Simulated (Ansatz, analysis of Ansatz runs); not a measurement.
## Moving an added hole between Cl sites in BaGdCl5 (C2/c)

Aim: the energy barrier that a trapped hole meets when it moves from one Cl atom to another one nearby in BaGdCl5 (C2/c). The model is a cell of 56 host atoms.

Method: plane-wave PAW DFT, PBEsol+U; relaxation of all atoms of a supercell at fixed charge in a uniform background; PAW set soft_1, in Ansatz 0.2.0.

### 1. The structure

The cell holds 56 atoms: 8 Ba, 8 Gd and 40 Cl. Cell: a = 10.897 Å, b = 13.548 Å, c = 9.939 Å, α = 89.1°, β = 74.1°, γ = 86.9°. It derives from BaGdCl5 (space group C2/c). Nearest the centre at fractional (0.547, 0.438, 0.317): Cl24 at 1.66 Å, Cl34 at 1.66 Å, Gd4 at 2.28 Å, Ba43 at 2.94 Å, Cl9 at 3.07 Å, Cl40 at 3.30 Å, Ba2 at 3.63 Å, Cl36 at 3.67 Å.

Hubbard terms: Gd f 6.0 eV, Cl p 7.0 eV. They were chosen, not fitted, to curb self-interaction in the shells named, the trial site's among them. The two sites are Cl24 and Cl34. The cell's shortest repeat is 9.9 Å. The host's moments were started antiferromagnetic in the unit cell, high spin.

### 2. The cell without the carrier

The neutral cell is relaxed first, from small random displacements, so that bond lengths and moments with the carrier can be set beside those of a relaxed cell without it.

neutral.relax/input.yaml

```yaml
crystal:
  lattice:
    - [-10.89740307, 0.0, 0.00767703]
    - [-0.73207676, 0.0, 13.52783386]
    - [-2.72435077, 9.55880601, 0.00191926]
  atoms:
    - { symbol: Ba, position: [0.163711, 0.125, 0.345155] }
    - { symbol: Ba, position: [0.336289, 0.375, 0.654845] }
    - { symbol: Gd, position: [0.038632, 0.125, 0.845472], spin: 7.0 }
    - { symbol: Gd, position: [0.461368, 0.375, 0.154528], spin: -7.0 }
    - { symbol: Cl, position: [0.313992, 0.125, 0.744032] }
    - { symbol: Cl, position: [0.186008, 0.375, 0.255968] }
    - { symbol: Cl, position: [0.393829, 0.29911, 0.933842] }
    - { symbol: Cl, position: [0.13925, 0.45089, 0.933842] }
    - { symbol: Cl, position: [0.401717, 0.248254, 0.378895] }
    - { symbol: Cl, position: [0.408835, 0.001746, 0.378895] }
    - { symbol: Cl, position: [0.098283, 0.251746, 0.621105] }
    - { symbol: Cl, position: [0.091165, 0.498254, 0.621105] }
    - { symbol: Cl, position: [0.36075, 0.04911, 0.066158] }
    - { symbol: Cl, position: [0.106171, 0.20089, 0.066158] }
    - { symbol: Ba, position: [0.163711, 0.625, 0.345155] }
    - { symbol: Ba, position: [0.336289, 0.875, 0.654845] }
    - { symbol: Gd, position: [0.038632, 0.625, 0.845472], spin: 7.0 }
    - { symbol: Gd, position: [0.461368, 0.875, 0.154528], spin: -7.0 }
    - { symbol: Cl, position: [0.313992, 0.625, 0.744032] }
    - { symbol: Cl, position: [0.186008, 0.875, 0.255968] }
    - { symbol: Cl, position: [0.393829, 0.79911, 0.933842] }
    - { symbol: Cl, position: [0.13925, 0.95089, 0.933842] }
    - { symbol: Cl, position: [0.401717, 0.748254, 0.378895] }
    - { symbol: Cl, position: [0.408835, 0.501746, 0.378895] }
    - { symbol: Cl, position: [0.098283, 0.751746, 0.621105] }
    - { symbol: Cl, position: [0.091165, 0.998254, 0.621105] }
    - { symbol: Cl, position: [0.36075, 0.54911, 0.066158] }
    - { symbol: Cl, position: [0.106171, 0.70089, 0.066158] }
    - { symbol: Ba, position: [0.663711, 0.125, 0.345155] }
    - { symbol: Ba, position: [0.836289, 0.375, 0.654845] }
    - { symbol: Gd, position: [0.538632, 0.125, 0.845472], spin: 7.0 }
    - { symbol: Gd, position: [0.961368, 0.375, 0.154528], spin: -7.0 }
    - { symbol: Cl, position: [0.813992, 0.125, 0.744032] }
    - { symbol: Cl, position: [0.686008, 0.375, 0.255968] }
    - { symbol: Cl, position: [0.893829, 0.29911, 0.933842] }
    - { symbol: Cl, position: [0.63925, 0.45089, 0.933842] }
    - { symbol: Cl, position: [0.901717, 0.248254, 0.378895] }
    - { symbol: Cl, position: [0.908835, 0.001746, 0.378895] }
    - { symbol: Cl, position: [0.598283, 0.251746, 0.621105] }
    - { symbol: Cl, position: [0.591165, 0.498254, 0.621105] }
    - { symbol: Cl, position: [0.86075, 0.04911, 0.066158] }
    - { symbol: Cl, position: [0.606171, 0.20089, 0.066158] }
    - { symbol: Ba, position: [0.663711, 0.625, 0.345155] }
    - { symbol: Ba, position: [0.836289, 0.875, 0.654845] }
    - { symbol: Gd, position: [0.538632, 0.625, 0.845472], spin: 7.0 }
    - { symbol: Gd, position: [0.961368, 0.875, 0.154528], spin: -7.0 }
    - { symbol: Cl, position: [0.813992, 0.625, 0.744032] }
    - { symbol: Cl, position: [0.686008, 0.875, 0.255968] }
    - { symbol: Cl, position: [0.893829, 0.79911, 0.933842] }
    - { symbol: Cl, position: [0.63925, 0.95089, 0.933842] }
    - { symbol: Cl, position: [0.901717, 0.748254, 0.378895] }
    - { symbol: Cl, position: [0.908835, 0.501746, 0.378895] }
    - { symbol: Cl, position: [0.598283, 0.751746, 0.621105] }
    - { symbol: Cl, position: [0.591165, 0.998254, 0.621105] }
    - { symbol: Cl, position: [0.86075, 0.54911, 0.066158] }
    - { symbol: Cl, position: [0.606171, 0.70089, 0.066158] }
basis:
  ecutwfc: 420
  xc_grid: 2
hamiltonian:
  xc: pbesol
  hubbard:
    sites:
      - { species: Gd, l: f, u_eff: 6.0 }
      - { species: Cl, l: p, u_eff: 7.0 }
    projectors: ortho-atomic
  pseudopotentials: { kind: paw, azcp: { folder: soft_1 }, xc_functional: pbe }
kpoints:
  mp_grid: { grid: [1, 1, 1] }
magnetization:
  spin_polarized: true
  initial_magnetization: 0
  spin_locking: { lock_magnetization: hard }
scf:
  occupations: { method: fermi_dirac, width: 0.01 }
  max_iter: 120
  lower_state_search: "off"
output:
  forces: true
relax:
  f_tol: 0.02
  max_steps: 70
  random_displacement: { amplitude: 0.04, seed: 2222 }
checkpoint:
  write: "../neutral.relax.run"
  compress: false
  write_wavefunctions: true
  write_every: 100000
```

Command:

```sh
ansatz run input.yaml --threads 8 --pin off --max-ram 17899MiB --backend cpu --events-out ev --progress --plain --runs-dir out
```

Numbers of over 12 decimals in the logs are rounded to 6 here.

The log of the run:

```text
[... repeated set-up lines and file paths are left out, and long positions are rounded to six places ...]
Engine: ansatz 0.2.0, aarch64-unknown-linux-gnu
Pseudopotentials: kind: paw
Pseudopotential: Ba, paw, valence charge 10, recommended cutoff 420 eV (normal), soft_1/Ba.paw.azcp
Pseudopotential: Gd, paw, valence charge 18, recommended cutoff 420 eV (normal), soft_1/Gd.paw.azcp
Pseudopotential: Cl, paw, valence charge 7, recommended cutoff 420 eV (normal), soft_1/Cl.paw.azcp
Functional definition: PBEsol
  exchange = pbesol_x
  correlation = pbesol_c
Crystal: 56 atoms, lattice volume = 1409.089 Å³
Basis set: ecut = 420 eV, 27521 PW (Γ), exchange–correlation on 150×192×144 points (8 copies of the dense FFT grid, shifted against one another)
Bands: 308, of which v1, the nominal top of the filled ones, is band 252 counted from 1 (251 counted from 0)
Symmetry: 1 space group operations
k-points: 1
Non-local potential: Ba, projectors of the file, l = 0: 3, l = 1: 2, l = 2: 2, l = 3: 2
Non-local potential: Gd, projectors of the file, l = 0: 3, l = 1: 2, l = 2: 2, l = 3: 3
Non-local potential: Cl, projectors of the file, l = 0: 2, l = 1: 2, l = 2: 1
PAW form: soft (Blöchl's): semilocal exchange-correlation on the pseudo side does not see the compensation charge
PAW frozen core: Ba, regenerated for the run's functional, and the local potential with it (the file was generated under x = pbe(κ = 0.804, μ = 0.219515), c = pbe(β = 0.066725))
PAW frozen core: Gd, regenerated for the run's functional, and the local potential with it (the file was generated under x = pbe(κ = 0.804, μ = 0.219515), c = pbe(β = 0.066725))
[...]
[... 1 atom left out ...]
  atom  36  Cl    -0.00098031     0.00042175    -0.00003437
  [... 3 atoms left out ...]
  atom  40  Cl    -0.00101983    -0.00052374     0.00136316
  [... 2 atoms left out ...]
  atom  43  Ba     0.00009704    -0.00030724     0.00040746
  [... 11 atoms left out ...]
  atom  55  Cl     0.00060039    -0.00000307    -0.00071985
  [... 1 atom left out ...]
  max |Σ_I F_I| component: 5.93e-5 eV/Å
--- Band table (eV) ---
  k-point 0 ↑: bands = ["-40.1935", "-40.1935", "-40.1871", "-40.1865", [... 300 left out ...] "10.0130", "10.0334", "10.1829", "10.3078"]
  k-point 0 ↓: bands = ["-40.1937", "-40.1931", "-40.1871", "-40.1863", [... 300 left out ...] "10.0129", "10.0333", "10.1829", "10.3080"]
Occupation matrices written to <dir>
--- Relaxed structure (6 steps of the walk, 5 accepted, 0 SCFs on fresh bases) ---
  F+E_penalty+E_count = -163244.66848810 eV   max|allowed force component| = 1.642e-3 eV/Å
  atoms:
    - { symbol: Ba, position: [0.162651, 0.125061, 0.349106] }
    - { symbol: Ba, position: [0.336126, 0.374383, 0.651503] }
    [... 1 atom left out ...]
    - { symbol: Gd, position: [0.460770, 0.374677, 0.157550] }
    [... 4 atoms left out ...]
    - { symbol: Cl, position: [0.401044, 0.246435, 0.383440] }
    [... 14 atoms left out ...]
    - { symbol: Cl, position: [0.407087, 0.502611, 0.383538] }
    [... 2 atoms left out ...]
    - { symbol: Cl, position: [0.359590, 0.551646, 0.071509] }
    [... 6 atoms left out ...]
    - { symbol: Cl, position: [0.685191, 0.374000, 0.260178] }
    [... 1 atom left out ...]
    - { symbol: Cl, position: [0.639536, 0.448084, 0.929201] }
    [... 3 atoms left out ...]
    - { symbol: Cl, position: [0.591737, 0.496940, 0.617299] }
    [... 2 atoms left out ...]
    - { symbol: Ba, position: [0.662684, 0.625053, 0.349162] }
    [... 11 atoms left out ...]
    - { symbol: Cl, position: [0.859559, 0.551652, 0.071518] }
    [... 1 atom left out ...]
[key lines of the parts left out:]
SCF converged after 6 iterations
Magnetization: 0.0000 μB (252.0000 up, 252.0000 down)
Free energy (F): -163244.668488 eV
Fermi energy:    5.508680 (↑ 5.508704, ↓ 5.508657) eV
```

Elapsed: 75 s, on 8 threads of Arm Neoverse V2, shared host; peak memory 2.7 GiB; 9.5 min of CPU time.

The largest displacement from an ideal site is 0.061 Å.

[end of part 1 of 3]

[Logs are printed without paths, hosts, clocks, repeated set-up lines and the standing remarks that a program may print on its own settings, such as how far it seeks lower states.]

[Hosts, paths, dates, database ids (printed as entryN), source tags and the programs' standing remarks are cut or masked in the printed files.]
